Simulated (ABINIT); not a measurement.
# GaAs (F-43m): G0W0 with ABINIT, start to end

Wanted: ground state, empty states, screening and self-energy for GaAs (F-43m).

Main program and level: ABINIT 10.8.3; LDA and many-body steps on it, plane waves.

**Experimental background.**

- Gap 1.51 eV: band-edge emission energy from PL (direct gap at Gamma); photoluminescence, 633 nm excitation; 77 K; bulk crystal (MBE GaAs matrix around a thin InAs wetting layer on semi-insulating GaAs (100)) (“Photoluminescence of InAs/GaAs quantum dots under direct two-photon excitation”, 2020, pmc:7331710).

- Gap 1.418 ± 0.005 eV: direct gap E0 at Gamma from PR; modulated photoreflectance, low-field lineshape fit; 300 K; bulk crystal (semi-insulating GaAs(001) reference substrate) (“Evidence of valence band perturbations in GaAsN/GaAs(001): A combined variable-angle spectroscopic ellipsometry and modulated photoreflectance investigation”, 2008, arxiv:0805.2212).

- Gap 1.412 ± 0.01 eV: direct gap E0 at Gamma from ellipsometry; variable-angle spectroscopic ellipsometry, parametric critical-point fit; 300 K; bulk crystal (semi-insulating GaAs(001) reference substrate with native oxide) (“Evidence of valence band perturbations in GaAsN/GaAs(001): A combined variable-angle spectroscopic ellipsometry and modulated photoreflectance investigation”, 2008, arxiv:0805.2212).

- Gap 1.42 eV: band-edge photoluminescence emission energy of the GaAs substrate; time-integrated photoluminescence; 300 K; bulk crystal ((001) GaAs substrate beneath GaBiAs epilayers) (“Investigation of the anisotropic electron g factor as a probe of the electronic structure of GaBixAs1-x/GaAs epilayers”, 2014, arxiv:1409.8467).

- Gap 1.42 eV: fundamental direct gap E0 at Gamma, seen as sharp points in Psi and Delta; spectroscopic ellipsometry; 300 K; bulk crystal (semi-insulating GaAs (100) substrate) (“Ellipsometric study of the Electronic Structure of GaMnAs and LT-GaAs”, 2004, arxiv:cond-mat/0404304).

Report form: the programs' logs are mostly left out.

## Step 1: The starting structure

Symmetry: F-43m, No. 216, cubic system. Conventional cell: a = 5.654 Å, b = 5.654 Å, c = 5.654 Å, α = 90.00°, β = 90.00°, γ = 90.00°. Ga has 4 As at 2.45 Å nearest. Nearest to As lie 4 Ga at 2.45 Å. Farther neighbours are not listed.

The cell and positions come from the Crystallography Open Database and are kept as given unless a step says otherwise.

## Step 2: Ground state

This step: ABINIT 10.8.3; DFT, LDA, plane waves, norm-conserving pseudopotentials.

The ground-state density comes first.

Contents of run.abi:

```
acell 3*1.0 Angstrom
rprim 
  0.000000000000 2.826850000000 2.826850000000
  2.826850000000 0.000000000000 2.826850000000
  2.826850000000 2.826850000000 0.000000000000
ntypat 2
znucl 31 33
natom 2
typat 1 2
xred 
  0.000000000000 0.000000000000 0.000000000000
  0.250000000000 0.250000000000 0.250000000000
pp_dirpath "pseudos"
pseudos "Ga.upf, As.upf"
ecut 45
ngkpt 6 6 6
nshiftk 1
shiftk 0 0 0
kptopt 1
chksymbreak 0
nband 27
occopt 1
tolvrs 1e-10
nstep 60
prtwf 0
optforces 0
optstress 0
indata_prefix "in"
outdata_prefix "out"
tmpdata_prefix "tmp"
```

Launch:

```bash
$ OMP_NUM_THREADS=1 mpirun -n 4 abinit run.abi > log
```

Run time: 25 s. Hardware: 4 MPI ranks of Arm Neoverse V1, shared host; peak memory 0.35 GiB.

This step gave:

* total energy: -15137.1951 eV
* gap: 0.2653 eV
* k of the valence top: 0, 0, 0
* k of the conduction bottom: 0, 0, 0
* least direct gap: 0.2653 eV

The gap is direct, at Γ.

## Step 3: Bands along the symmetry lines

Levels along a band path, at the cheap level, show where the edges lie and whether the meshes to come will hold them.

Contents of run.abi:

```
acell 3*1.0 Angstrom
rprim 
  0.000000000000 2.826850000000 2.826850000000
  2.826850000000 0.000000000000 2.826850000000
  2.826850000000 2.826850000000 0.000000000000
ntypat 2
znucl 31 33
natom 2
typat 1 2
xred 
  0.000000000000 0.000000000000 0.000000000000
  0.250000000000 0.250000000000 0.250000000000
pp_dirpath "pseudos"
pseudos "Ga.upf, As.upf"
ecut 45
iscf -2
irdden 1
kptopt 0
nkpt 50
kpt 
  0.00000000 0.00000000 0.00000000
  -0.06250000 -0.06250000 0.00000000
  -0.12500000 -0.12500000 0.00000000
  -0.18750000 -0.18750000 0.00000000
  -0.25000000 -0.25000000 0.00000000
  -0.31250000 -0.31250000 0.00000000
  -0.37500000 -0.37500000 0.00000000
  -0.43750000 -0.43750000 0.00000000
  -0.50000000 -0.50000000 0.00000000
  -0.48437500 -0.48437500 0.03125000
  -0.46875000 -0.46875000 0.06250000
  -0.45312500 -0.45312500 0.09375000
  -0.43750000 -0.43750000 0.12500000
  -0.42187500 -0.42187500 0.15625000
  -0.40625000 -0.40625000 0.18750000
  -0.39062500 -0.39062500 0.21875000
  -0.37500000 -0.37500000 0.25000000
  -0.37500000 0.00000000 0.37500000
  -0.32812500 0.00000000 0.32812500
  -0.28125000 0.00000000 0.28125000
  -0.23437500 0.00000000 0.23437500
  -0.18750000 0.00000000 0.18750000
  -0.14062500 0.00000000 0.14062500
  -0.09375000 0.00000000 0.09375000
  -0.04687500 0.00000000 0.04687500
  0.00000000 0.00000000 0.00000000
  0.00000000 0.00000000 0.06250000
  0.00000000 0.00000000 0.12500000
  0.00000000 0.00000000 0.18750000
  0.00000000 0.00000000 0.25000000
  0.00000000 0.00000000 0.31250000
  0.00000000 0.00000000 0.37500000
  0.00000000 0.00000000 0.43750000
  -0.00000000 -0.00000000 0.50000000
  -0.06250000 -0.03125000 0.46875000
  -0.12500000 -0.06250000 0.43750000
  -0.18750000 -0.09375000 0.40625000
  -0.25000000 -0.12500000 0.37500000
  -0.31250000 -0.15625000 0.34375000
  -0.37500000 -0.18750000 0.31250000
  -0.43750000 -0.21875000 0.28125000
  -0.50000000 -0.25000000 0.25000000
  -0.50000000 -0.28125000 0.21875000
  -0.50000000 -0.31250000 0.18750000
  -0.50000000 -0.34375000 0.15625000
  -0.50000000 -0.37500000 0.12500000
  -0.50000000 -0.40625000 0.09375000
  -0.50000000 -0.43750000 0.06250000
  -0.50000000 -0.46875000 0.03125000
  -0.50000000 -0.50000000 0.00000000
istwfk *1
nband 32
nbdbuf 5
tolwfr 1e-07
nstep 50
prtwf 0
prtvol 0
indata_prefix "in"
outdata_prefix "out"
tmpdata_prefix "tmp"
```

The job ended after 28 s (4 MPI ranks; peak memory 0.37 GiB).

This step gave:

```yaml
gap: 0.2653 eV
k_of_the_valence_top: 0, 0, 0
k_of_the_conduction_bottom: 0, 0, 0
least_direct_gap: 0.2653 eV
```

The gap is 0.265 eV, as in the run before at this level.

The electronic bands at the labelled points (eV, zero at the top of the highest filled band):

| point | band 19 | band 20 | band 21 | band 22 | band 23 | band 24 | band 25 | band 26 |
| --- | --- | --- | --- | --- | --- | --- | --- | --- |
| Γ | -12.79 | 0.00 | 0.00 | 0.00 | 0.27 | 3.68 | 3.68 | 3.68 |
| halfway | -11.87 | -4.18 | -1.70 | -1.70 | 1.88 | 3.14 | 6.55 | 6.55 |
| X | -10.30 | -6.89 | -2.69 | -2.69 | 1.35 | 1.55 | 10.04 | 10.04 |
| halfway | -10.29 | -6.84 | -3.22 | -2.58 | 1.54 | 2.47 | 9.07 | 9.32 |
| U | -10.33 | -6.70 | -3.89 | -2.27 | 1.85 | 4.54 | 7.82 | 8.00 |
| jump to K | -10.33 | -6.70 | -3.89 | -2.27 | 1.85 | 4.54 | 7.82 | 8.00 |
| halfway | -11.78 | -4.63 | -2.47 | -0.68 | 2.56 | 4.65 | 4.76 | 5.54 |
| Γ | -12.79 | 0.00 | 0.00 | 0.00 | 0.27 | 3.68 | 3.68 | 3.68 |
| halfway | -12.10 | -4.21 | -0.68 | -0.68 | 1.29 | 4.55 | 4.55 | 5.81 |
| L | -11.03 | -6.70 | -1.15 | -1.15 | 0.83 | 4.59 | 4.59 | 7.57 |
| halfway | -10.69 | -6.55 | -3.26 | -1.95 | 2.91 | 4.08 | 6.28 | 7.58 |
| W | -10.24 | -6.70 | -3.56 | -3.37 | 4.53 | 4.64 | 5.29 | 5.96 |
| halfway | -10.27 | -6.80 | -3.16 | -3.07 | 2.45 | 2.66 | 8.04 | 8.25 |
| X | -10.30 | -6.89 | -2.69 | -2.69 | 1.35 | 1.55 | 10.04 | 10.04 |

## Step 4: Empty states on the mesh, 4×4×4 mesh, 247 bands

The sums over transitions need many empty states on a uniform mesh; this step solves for them.

Contents of run.abi:

```
acell 3*1.0 Angstrom
rprim 
  0.000000000000 2.826850000000 2.826850000000
  2.826850000000 0.000000000000 2.826850000000
  2.826850000000 2.826850000000 0.000000000000
ntypat 2
znucl 31 33
natom 2
typat 1 2
xred 
  0.000000000000 0.000000000000 0.000000000000
  0.250000000000 0.250000000000 0.250000000000
pp_dirpath "pseudos"
pseudos "Ga.upf, As.upf"
ecut 45
ngkpt 4 4 4
nshiftk 1
shiftk 0 0 0
kptopt 1
chksymbreak 0
irdden 1
istwfk *1
nband 247
prtvol 0
optdriver 6
gwr_task "HDIAGO"
paral_kgb 0
occopt 1
indata_prefix "in"
outdata_prefix "out"
tmpdata_prefix "tmp"
```

Elapsed: 2.1 min, on 4 MPI ranks; peak memory 4.4 GiB.

Numbers from this step:

- gap: 0.2656 eV
- k of the valence top: 0, 0, 0
- k of the conduction bottom: 0, 0, 0
- least direct gap: 0.2656 eV
- k points computed: 8
- lowest point of the top converged band, above the valence top: 153.4332 eV

On this mesh the gap is 0.266 eV.

## Step 5: Screening, 4×4×4 mesh, 239 bands, screening to 244.9 eV

The RPA dielectric matrix is built and inverted for each q.

This step: RPA screening on LDA, plane waves, norm-conserving pseudopotentials.

run.abi, as its differences from that of step 4:

```diff
@@ -20,10 +20,11 @@
 chksymbreak 0
-irdden 1
 istwfk *1
-nband 247
-prtvol 0
-optdriver 6
-gwr_task "HDIAGO"
-paral_kgb 0
 occopt 1
+irdwfk 1
+optdriver 3
+nband 239
+ecuteps 9
+inclvkb 2
+awtr 1
+symchi 1
 indata_prefix "in"
```

Elapsed: 4.6 min, on 4 MPI ranks; peak memory 2.3 GiB.

Numbers from this step:

```yaml
eps_infinity_with_local_fields_on_this_mesh_along_the_program_s_q_direction: 820.8
the_same_without_local_fields: 897.2
plasma_frequency: 36.65 eV
plane_waves_in_the_screening_matrix: 411
```

Local fields lower ε∞ by 9 %. The value itself is an artefact of the mesh, where one narrow direct gap carries too much weight.

## Step 6: Self-energy, 4×4×4 mesh, 239 bands, screening to 244.9 eV

The self-energy is evaluated for the states that the input lists, and the levels follow from it, in one-shot runs by the linearised quasiparticle equation.

This step: G0W0 on LDA, plane waves, norm-conserving pseudopotentials.

run.abi, as its differences from that of step 5:

```diff
@@ -23,8 +23,19 @@
 irdwfk 1
-optdriver 3
+optdriver 4
 nband 239
+gwcalctyp 0
+ecutsigx 45
+symsigma 1
+nkptgw 3
+kptgw 
+  0.0000000000 0.0000000000 0.0000000000
+  0.5000000000 0.0000000000 0.0000000000
+  0.5000000000 0.5000000000 0.0000000000
+bdgw 
+  20 26
+  21 25
+  21 24
 ecuteps 9
-inclvkb 2
-awtr 1
-symchi 1
+irdscr 1
+ppmodel 1
 indata_prefix "in"
```

Elapsed: 90 s, on 4 MPI ranks; peak memory 2.2 GiB; 6 min of CPU time.

This step gave:

```
G0W0 gap on the points computed              : 1.093 eV
starting gap on the mesh                     : 0.2656 eV
k of the valence top                         : 0, 0, 0
k of the conduction bottom                   : 0, 0, 0
Z at the valence top                         : 0.8
Z at the conduction bottom                   : 0.803
least direct G0W0 gap on the computed points : 1.093 eV
```

The gap on the mesh goes from 0.27 eV to 1.09 eV, a correction of +0.83 eV.

Limits: finite bands, cutoff and mesh; no spin-orbit coupling; coarse k mesh. v1 is the top filled band, c1 the lowest empty one. The levels before and after the correction (eV, zero at the valence-band top of each column):

|  | conduction bottom | valence top |
| --- | --- | --- |
| Kohn-Sham | 0.27 | 0.00 |
| G0W0 | 1.09 | 0.00 |

|  | level | energy (eV) |
| --- | --- | --- |
| Kohn-Sham | Γ v3-v1 | 0.000 |
| Kohn-Sham | Γ c1 | 0.266 |
| Kohn-Sham | Γ c2-c4 | 3.682 |
| G0W0 | Γ v3-v1 | 0.000 |
| G0W0 | Γ c1 | 1.093 |
| G0W0 | Γ c2-c4 | 4.250 |

## Step 7: Where the time went

Times are wall times on 4 MPI ranks of Arm Neoverse V1, shared host, good to a factor of about two.

| step | time | share | memory (GiB) |
| --- | --- | --- | --- |
| ground state | 25 s | 5 % | 0.35 |
| bands along the symmetry lines | 28 s | 5 % | 0.37 |
| empty states on the mesh | 2.1 min | 23 % | 4.4 |
| screening | 4.6 min | 51 % | 2.3 |
| self-energy | 90 s | 16 % | 2.2 |

## Step 8: Outcome

| Item | Value |
| --- | --- |
| LDA gap | 0.27 eV, direct |
| G0W0 gap on the mesh | 1.09 eV |
| GW settings | 4×4×4 mesh, 239 bands, screening to 244.9 eV, Godby-Needs plasmon pole |
| known limits | not at the basis limit; screening runs away on this mesh; no spin-orbit coupling; coarse k mesh |

In words: G0W0 moves the gap on the mesh from 0.27 eV to 1.09 eV (+0.83 eV), with Z of 0.80 and 0.80 at the edges. Local fields lower the RPA ε∞ on this mesh from 897.24 to 820.83; a Γ-centred mesh this coarse tends to raise both, most where the direct gap is narrow, while a short band sum lowers them. Only 3 of the mesh's irreducible points were corrected, so a valley elsewhere could overtake. The dearest step here is «screening». Against experiment, by G0W0@LDA: the direct gap of 1.09 eV lies −0.42 eV from the measured 1.51 eV (exciton, 77 K, 2020); the direct gap of 1.09 eV lies −0.32 eV from the measured 1.418 ± 0.005 eV (direct, 300 K, 2008); the direct gap of 1.09 eV lies −0.32 eV from the measured 1.412 ± 0.01 eV (direct, 300 K, 2008); the direct gap of 1.09 eV lies −0.33 eV from the measured 1.42 eV (exciton, 300 K, 2014); the direct gap of 1.09 eV lies −0.33 eV from the measured 1.42 eV (direct, 300 K, 2004). An exciton line or allowed optical edge lies below the quasiparticle gap by the binding energy; a forbidden edge can push the onset above it. The calculation has static nuclei and no excitons; a measured gap holds zero-point and thermal motion, which mostly lowers it. Against the values above the computed gap that would widen the miss. A likelier cause is too strong a screening: the start's gap is only 0.27 eV, the mesh is coarse, and one shot does not repair that. Bands and cutoff are finite, so the gap is not at the basis limit. The miss can reach some tenths of an eV and take either sign; the mesh is an error of its own. In the G0W0 run levels were corrected at 3 k points alone, so a gap called «on the mesh» is the least over those, and an edge elsewhere would be missed. The 4×4×4 mesh is coarse for this cell, which bears on the long-range parts of exchange and screening. On this mesh the RPA ε∞ passes 90, more than nearly any semiconductor shows; a coarse mesh does this where one point with a narrow direct gap carries much weight. The screening is then too strong, and the G0W0 gap should not be taken as the material's. The many-body steps are scalar-relativistic: spin-orbit coupling is not in them.

[Paths, hosts, dates, memory and timing lines, banners, echoed tables and standing remarks are left out of the program output.]

[Logs are printed without paths, hosts, clocks, repeated set-up lines and the standing remarks that a program may print on its own settings, such as how far it seeks lower states.]

[Runs of the session that timed out or met a known fault of the program may be left out.]

[No measured gap is set beside runs whose start may be inverted or whose files or cutoffs have a known fault.]

[Hosts, paths, dates, database ids (printed as entryN), source tags and the programs' standing remarks are cut or masked in the printed files.]

[G0W0 gaps are taken among the corrected bands and points alone; a level outside them can change the order at an edge.]

[Where Ansatz stands beside ABINIT at settings called matched, ABINIT's density can come from a denser mesh and the files from another edition; pairs whose starting gaps differed by over 0.03 eV were left out, so agreement reads better than it is.]
